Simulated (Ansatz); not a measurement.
# HfC (Fm-3m) under uniaxial strain along [001]

Wanted: the shifts of the zone-centre modes of HfC (Fm-3m) with strain.

Program: Ansatz 0.2.0. Level of theory: DFT PBEsol, scalar-relativistic, plane waves, PAW; PAW set soft_1. Results are calculated unless marked as measured.

This is a report of a sequence of runs, with most program output left out.

The database entry behind the starting cell differs from later determinations by our own check (about 0.2 % long), so it need not match the best structure at ambient conditions.

### 1. The structure

The structure is cubic, space group Fm-3m (No. 225). Conventional cell: a = 4.650 Å, b = 4.650 Å, c = 4.650 Å, α = 90.00°, β = 90.00°, γ = 90.00°. Nearest to C lie 6 Hf at 2.33 Å. Hf has 6 C at 2.33 Å nearest. Farther neighbours are not listed.

### 2. Bringing the structure to rest

Harmonic phonons are second derivatives at a point where the forces vanish, and they are wanted at zero stress, so atoms and cell are relaxed first.

File input.yaml:

```yaml
crystal:
  lattice:
    - [0.0, 2.325, 2.325]
    - [2.325, 0.0, 2.325]
    - [2.325, 2.325, 0.0]
  atoms:
    - { symbol: C, position: [0.0, 0.0, 0.0] }
    - { symbol: Hf, position: [0.5, 0.5, 0.5] }
kpoints:
  mp_grid: { grid: [16, 16, 16] }
hamiltonian:
  xc: pbesol
  pseudopotentials: { kind: paw, azcp: { folder: soft_1 }, xc_functional: pbe }
scf:
  occupations: { method: gaussian, width: 0.1 }
output:
  forces: true
  stress: true
  eigenvalues: true
  write_density: true
  write_potential: true
  elf: true
  volumetric_format: npy
relax:
  adjacent_minimum: "off"
  f_tol: 0.005
  max_steps: 80
  cell: { stress_tol: 0.05 }
```

On the command line:

```sh
> ansatz run input.yaml --threads 4 --pin off --max-ram 10240MiB --backend cpu --events-out ev --progress --plain --runs-dir out
```

Run time: 7.8 s. Hardware: 4 threads of Arm Neoverse V1, shared host; peak memory 0.39 GiB; 29 s of CPU time.

Step by step:

```
step  energy less that of the first step (eV)  largest force component (eV/Å)  pressure (GPa)  volume (Å³)
   1                                   0.0000                          0.0000           -6.51        25.14
   2                                  -0.0071                          0.0000            5.46        23.94
   3                                  -0.0150                          0.0000           -0.21        24.47
   4                                  -0.0150                          0.0000            0.00        24.45
  5*                                  -0.0143                          0.0000           -0.03        24.45
```

Relaxation steps marked * repeat the geometry before them on a plane-wave basis chosen anew for their cell, so energy and pressure can jump there.

Forces are held to the 48 operations that the run works with; a distortion that breaks them can't arise in this run.

```
conventional cell, symmetrised  before  after  change
                         a (Å)   4.650  4.607  -0.9 %
                         b (Å)   4.650  4.607  -0.9 %
                         c (Å)   4.650  4.607  -0.9 %
              volume (Å³/atom)   12.57  12.23  -2.7 %
```

The relaxed structure:

```xyz
2
Lattice="0.0000 2.3037 2.3037 2.3037 0.0000 2.3037 2.3037 2.3037 0.0000" Properties=species:S:1:pos:R:3 pbc="T T T"
C     0.0000    0.0000    0.0000
Hf    2.3037    2.3037    2.3037
```

Numbers from this step:

```
pressure          : -0.03316 GPa
volume per atom   : 12.23 Å³
gap on the k-mesh : 0 eV
```

Electrostatic potential energy in the ac plane of the conventional cell at fractional y = 0.000, with atoms of C and Hf within 0.2 Å of it. With pseudopotentials it is smooth inside the atoms' cores, unlike the true potential.

Ten even steps from '0' (-35 eV) to '9' (19 eV), each cell a mean:
```
03896355448960
57998533469996
99999866789999
88999998999998
45799988999864
43589731599744
64489500188635
54489600389635
34699965799853
67899999999986
89999988899999
89998644579998
15997444358973
01886356448950
```
Columns run along a (4.6 Å; values clipped at the 3rd and 97th percentile), rows up along c (4.6 Å), edges of the conventional cell, whose origin can differ from the input's. Atoms in or near the plane, at fractional coordinates: C at (0.00, 0.00), C at (0.50, 0.50), Hf at (0.50, 0.00), Hf at (0.00, 0.50).

Valence density in the ac plane of the conventional cell at fractional y = 0.000, with atoms of C and Hf within 0.2 Å of it. It is the smooth field of the valence electrons, not physical close to the nuclei.

Ten steps, logarithmic in the rise over the least value, from '0' (0 e/Å³) to '9' (50 e/Å³), each cell a mean:
```
22101589731122
21100256410012
10000012100001
10000001000001
32000111100013
76200122210147
97311222211269
97311222210158
64100122110025
21000011000001
10000011000000
11000133200011
22101477620012
22112699731122
```
Columns run along a (4.6 Å), rows up along c (4.6 Å), edges of the conventional cell, whose origin can differ from the input's. Atoms in or near the plane, at fractional coordinates: C at (0.00, 0.00), C at (0.50, 0.50), Hf at (0.50, 0.00), Hf at (0.00, 0.50).

ELF in the ac plane of the conventional cell at fractional y = 0.000, with atoms of C and Hf within 0.2 Å of it. It is the smooth field of the valence electrons, not physical close to the nuclei.

Ten even steps from '_' (0.11) to '@' (0.85), each cell a mean:
```
::##%%----%%@@@@@@++..**%%==
%%%%%%--..++%%%%##::..++%%%%
****++::__..----::____--++**
::..__..::--------::..__....
**==..__++%%%%%%%%##::__::++
@@%%==..**%%##++%%%%--::##@@
@@@@**::**%%::__++%%----%%@@
@@@@++..**%%==::##%%----%%@@
%%##::..++%%%%%%%%%%--..++%%
--::____--++******++::__..--
----::..__....::..__..::----
%%%%##::__::++**==..__++%%%%
++%%%%--::##@@@@%%==..**%%##
__++%%----%%@@@@@@**::**%%::
```
Columns run along a (4.6 Å), rows up along c (4.6 Å), edges of the conventional cell, whose origin can differ from the input's. Atoms in or near the plane, at fractional coordinates: C at (0.00, 0.00), C at (0.50, 0.50), Hf at (0.50, 0.00), Hf at (0.00, 0.50).

In this step the volume went from 12.57 to 12.23 Å³/atom.

### 3. Tight relaxation

Phonons need small forces and stress, so the relaxation is finished with tight tolerances on 16×16×16 k points.

input.yaml, the sections that differ from step 2:

```yaml
crystal:
  lattice:
    - [0.0, 2.3036785237, 2.3036785237]
    - [2.3036785237, 0.0, 2.3036785237]
    - [2.3036785237, 2.3036785237, 0.0]
  atoms:
    - { symbol: C, position: [0.0, 0.0, 0.0] }
    - { symbol: Hf, position: [0.5, 0.5, 0.5] }
scf:
  occupations: { method: methfessel_paxton, width: 0.2 }
output:
  forces: true
  stress: true
  eigenvalues: true
relax:
  adjacent_minimum: "off"
  f_tol: 0.001
  max_steps: 60
  cell: { stress_tol: 0.01 }
# kpoints, hamiltonian: as in step 2
```

The job ended after 5.5 s (4 threads; peak memory 0.38 GiB; 20 s of CPU time).

Little changed from the start: no atom moved by 0.005 Å and no cell edge by 0.1 %.

This step gave:

```
pressure        : -2.85e-4 GPa
volume per atom : 12.22 Å³
```

The forces vanish by symmetry and the pressure is 0.000 GPa, within the tolerances set. The cell now holds 12.22 Å³/atom.

### 4. Zone-centre response at rest

Phonons follow from the second derivative of the energy, found here by linear response.

The modes at rest are the reference of the series.

input.yaml, the sections that differ from step 3:

```yaml
crystal:
  lattice:
    - [0.0, 2.3035800705, 2.3035800705]
    - [2.3035800705, 0.0, 2.3035800705]
    - [2.3035800705, 2.3035800705, 0.0]
  atoms:
    - { symbol: C, position: [0.0, 0.0, 0.0] }
    - { symbol: Hf, position: [0.5, 0.5, 0.5] }
output:
  eigenvalues: true
phonons:
  method: dfpt
# kpoints, hamiltonian, scf: as in step 3
# relax: removed
```

Elapsed: 16 s, on 4 threads; peak memory 0.78 GiB.

Numbers from this step:

```yaml
sum_rule_residual_before_enforcement: 1.69e-5 eV/Å²
point_group: m-3m
highest_optical_mode_at_the_zone_centre_no_lo_to_term: 452.6 cm⁻¹
lowest_optical_zone_centre_mode: 452.6 cm⁻¹
```

Patterns of degenerate modes are one choice out of their space. Modes at Γ, with each element's share of the kinetic energy:

```
mode  frequency (cm⁻¹)  symmetry  C %  Hf %
   1               0.0  acoustic    6    94
   2               0.0  acoustic    6    94
   3               0.0  acoustic    6    94
   4             452.6       T1u   94     6
   5             452.6       T1u   94     6
   6             452.6       T1u   94     6
```

Displacements in mode 4 (452.6 cm⁻¹), the largest set to 1:
```
C1   0.00  1.00  0.02
Hf2  0.00 -0.07  0.00
```

Before it was imposed, the acoustic sum rule was missed by 1.7e-5 eV/Å². Small misses are needed for a sound result but don't prove that mesh and cutoff are converged. The lowest optical mode is real, 453 cm⁻¹.

### 5. Relaxation of a member: uniaxial strain of +4 % along [001]

The cell takes a uniaxial strain of +4 % along [001]. The strained length and the angles are held, while the rest of the cell and the atoms relax.

input.yaml, the sections that differ from step 4:

```yaml
crystal:
  lattice:
    - [0.0, 2.2929401968, 2.3957232733]
    - [2.2929401968, 0.0, 2.3957232733]
    - [2.2929401968, 2.2929401968, 0.0]
  atoms:
    - { symbol: C, position: [0.0, 0.0, 0.0] }
    - { symbol: Hf, position: [0.5, 0.5, 0.5] }
  conventional_axes: [[-1, 1, 1], [1, -1, 1], [1, 1, -1]]
output:
  forces: true
  stress: true
  eigenvalues: true
relax:
  adjacent_minimum: "off"
  f_tol: 0.001
  max_steps: 60
  cell: { stress_tol: 0.01, fix: [c, angles] }
# kpoints, hamiltonian, scf: as in step 4
# phonons: removed
```

It took 12 s on 4 threads; peak memory 0.47 GiB; 45 s of CPU time.

Step by step:

```
step  energy less that of the first step (eV)  largest force component (eV/Å)  pressure (GPa)  volume (Å³)
   1                                   0.0000                          0.0000           -6.16        25.19
   2                                  -0.0003                          0.0000           -5.14        25.09
   3                                  -0.0003                          0.0000           -5.47        25.12
  4*                                  -0.0002                          0.0000           -5.47        25.12
```

Relaxation steps marked * repeat the geometry before them on a plane-wave basis chosen anew for their cell, so energy and pressure can jump there.

Forces are held to the 16 operations that the run works with; a distortion that breaks them can't arise in this run.

```
conventional cell, symmetrised  before  after  change
                         a (Å)   3.243  3.238  -0.1 %
                         b (Å)   3.243  3.238  -0.1 %
                         c (Å)   4.791  4.791  -0.0 %
              volume (Å³/atom)   12.60  12.56  -0.3 %
```

Final coordinates:

```xyz
2
Lattice="0.0000 2.2897 2.3957 2.2897 0.0000 2.3957 2.2897 2.2897 0.0000" Properties=species:S:1:pos:R:3 pbc="T T T"
C     0.0000    0.0000    0.0000
Hf    2.2897    2.2897    2.3957
```

Numbers from this step:

```
pressure        : -5.469 GPa
volume per atom : 12.56 Å³
```

The forces vanish by symmetry.

### 6. Zone-centre modes of the member: uniaxial strain of +4 % along [001]

The zone-centre modes follow for uniaxial strain of +4 % along [001].

input.yaml, the sections that differ from step 5:

```yaml
crystal:
  lattice:
    - [0.0, 2.2896803559, 2.3957232733]
    - [2.2896803559, 0.0, 2.3957232733]
    - [2.2896803559, 2.2896803559, 0.0]
  atoms:
    - { symbol: C, position: [0.0, 0.0, 0.0] }
    - { symbol: Hf, position: [0.5, 0.5, 0.5] }
output:
  eigenvalues: true
phonons:
  method: dfpt
# kpoints, hamiltonian, scf: as in step 5
# relax: removed
```

Wall time 42 s (4 threads); peak memory 1.1 GiB.

Numbers from this step:

```
sum-rule residual before enforcement                    : 2.80e-5 eV/Å²
point group                                             : 4/mmm
highest optical mode at the zone centre (no LO-TO term) : 467.4 cm⁻¹
lowest optical zone-centre mode                         : 346.5 cm⁻¹
```

Patterns of degenerate modes are one choice out of their space. Modes at Γ, with each element's share of the kinetic energy:

```
mode  frequency (cm⁻¹)  symmetry  C %  Hf %
   1               0.0  acoustic    6    94
   2               0.0  acoustic    6    94
   3               0.0  acoustic    6    94
   4             346.5       A2u   94     6
   5             467.4        Eu   94     6
   6             467.4        Eu   94     6
```

Displacements in mode 4 (346.5 cm⁻¹), the largest set to 1:
```
C1   0.00  0.00  1.00
Hf2  0.00  0.00 -0.07
```

Displacements in mode 6 (467.4 cm⁻¹), the largest set to 1:
```
C1   0.00  1.00  0.00
Hf2  0.00 -0.07  0.00
```

The lowest optical mode is real, 346 cm⁻¹, and the highest lies at 467.4 cm⁻¹.

For the highest optical mode at the zone centre (no LO-TO term), step 4 gave 453 cm⁻¹; this run, with strain 4 %, gives 467 cm⁻¹ (+3 %).

### 7. Relaxation of a member: uniaxial strain of -4 % along [001]

The cell takes a uniaxial strain of -4 % along [001]. The strained length and the angles are held, while the rest of the cell and the atoms relax.

input.yaml, the sections that differ from step 6:

```yaml
crystal:
  lattice:
    - [0.0, 2.3152608013, 2.2114368677]
    - [2.3152608013, 0.0, 2.2114368677]
    - [2.3152608013, 2.3152608013, 0.0]
  atoms:
    - { symbol: C, position: [0.0, 0.0, 0.0] }
    - { symbol: Hf, position: [0.5, 0.5, 0.5] }
  conventional_axes: [[-1, 1, 1], [1, -1, 1], [1, 1, -1]]
output:
  forces: true
  stress: true
  eigenvalues: true
relax:
  adjacent_minimum: "off"
  f_tol: 0.001
  max_steps: 60
  cell: { stress_tol: 0.01, fix: [c, angles] }
# kpoints, hamiltonian, scf: as in step 6
# phonons: removed
```

Elapsed: 12 s, on 4 threads; peak memory 0.46 GiB.

(Part 1 of 2 ends here.)

[Logs are printed without paths, hosts, clocks, repeated set-up lines and the standing remarks that a program may print on its own settings, such as how far it seeks lower states.]

[Hosts, paths, dates, database ids (printed as entryN), source tags and the programs' standing remarks are cut or masked in the printed files.]
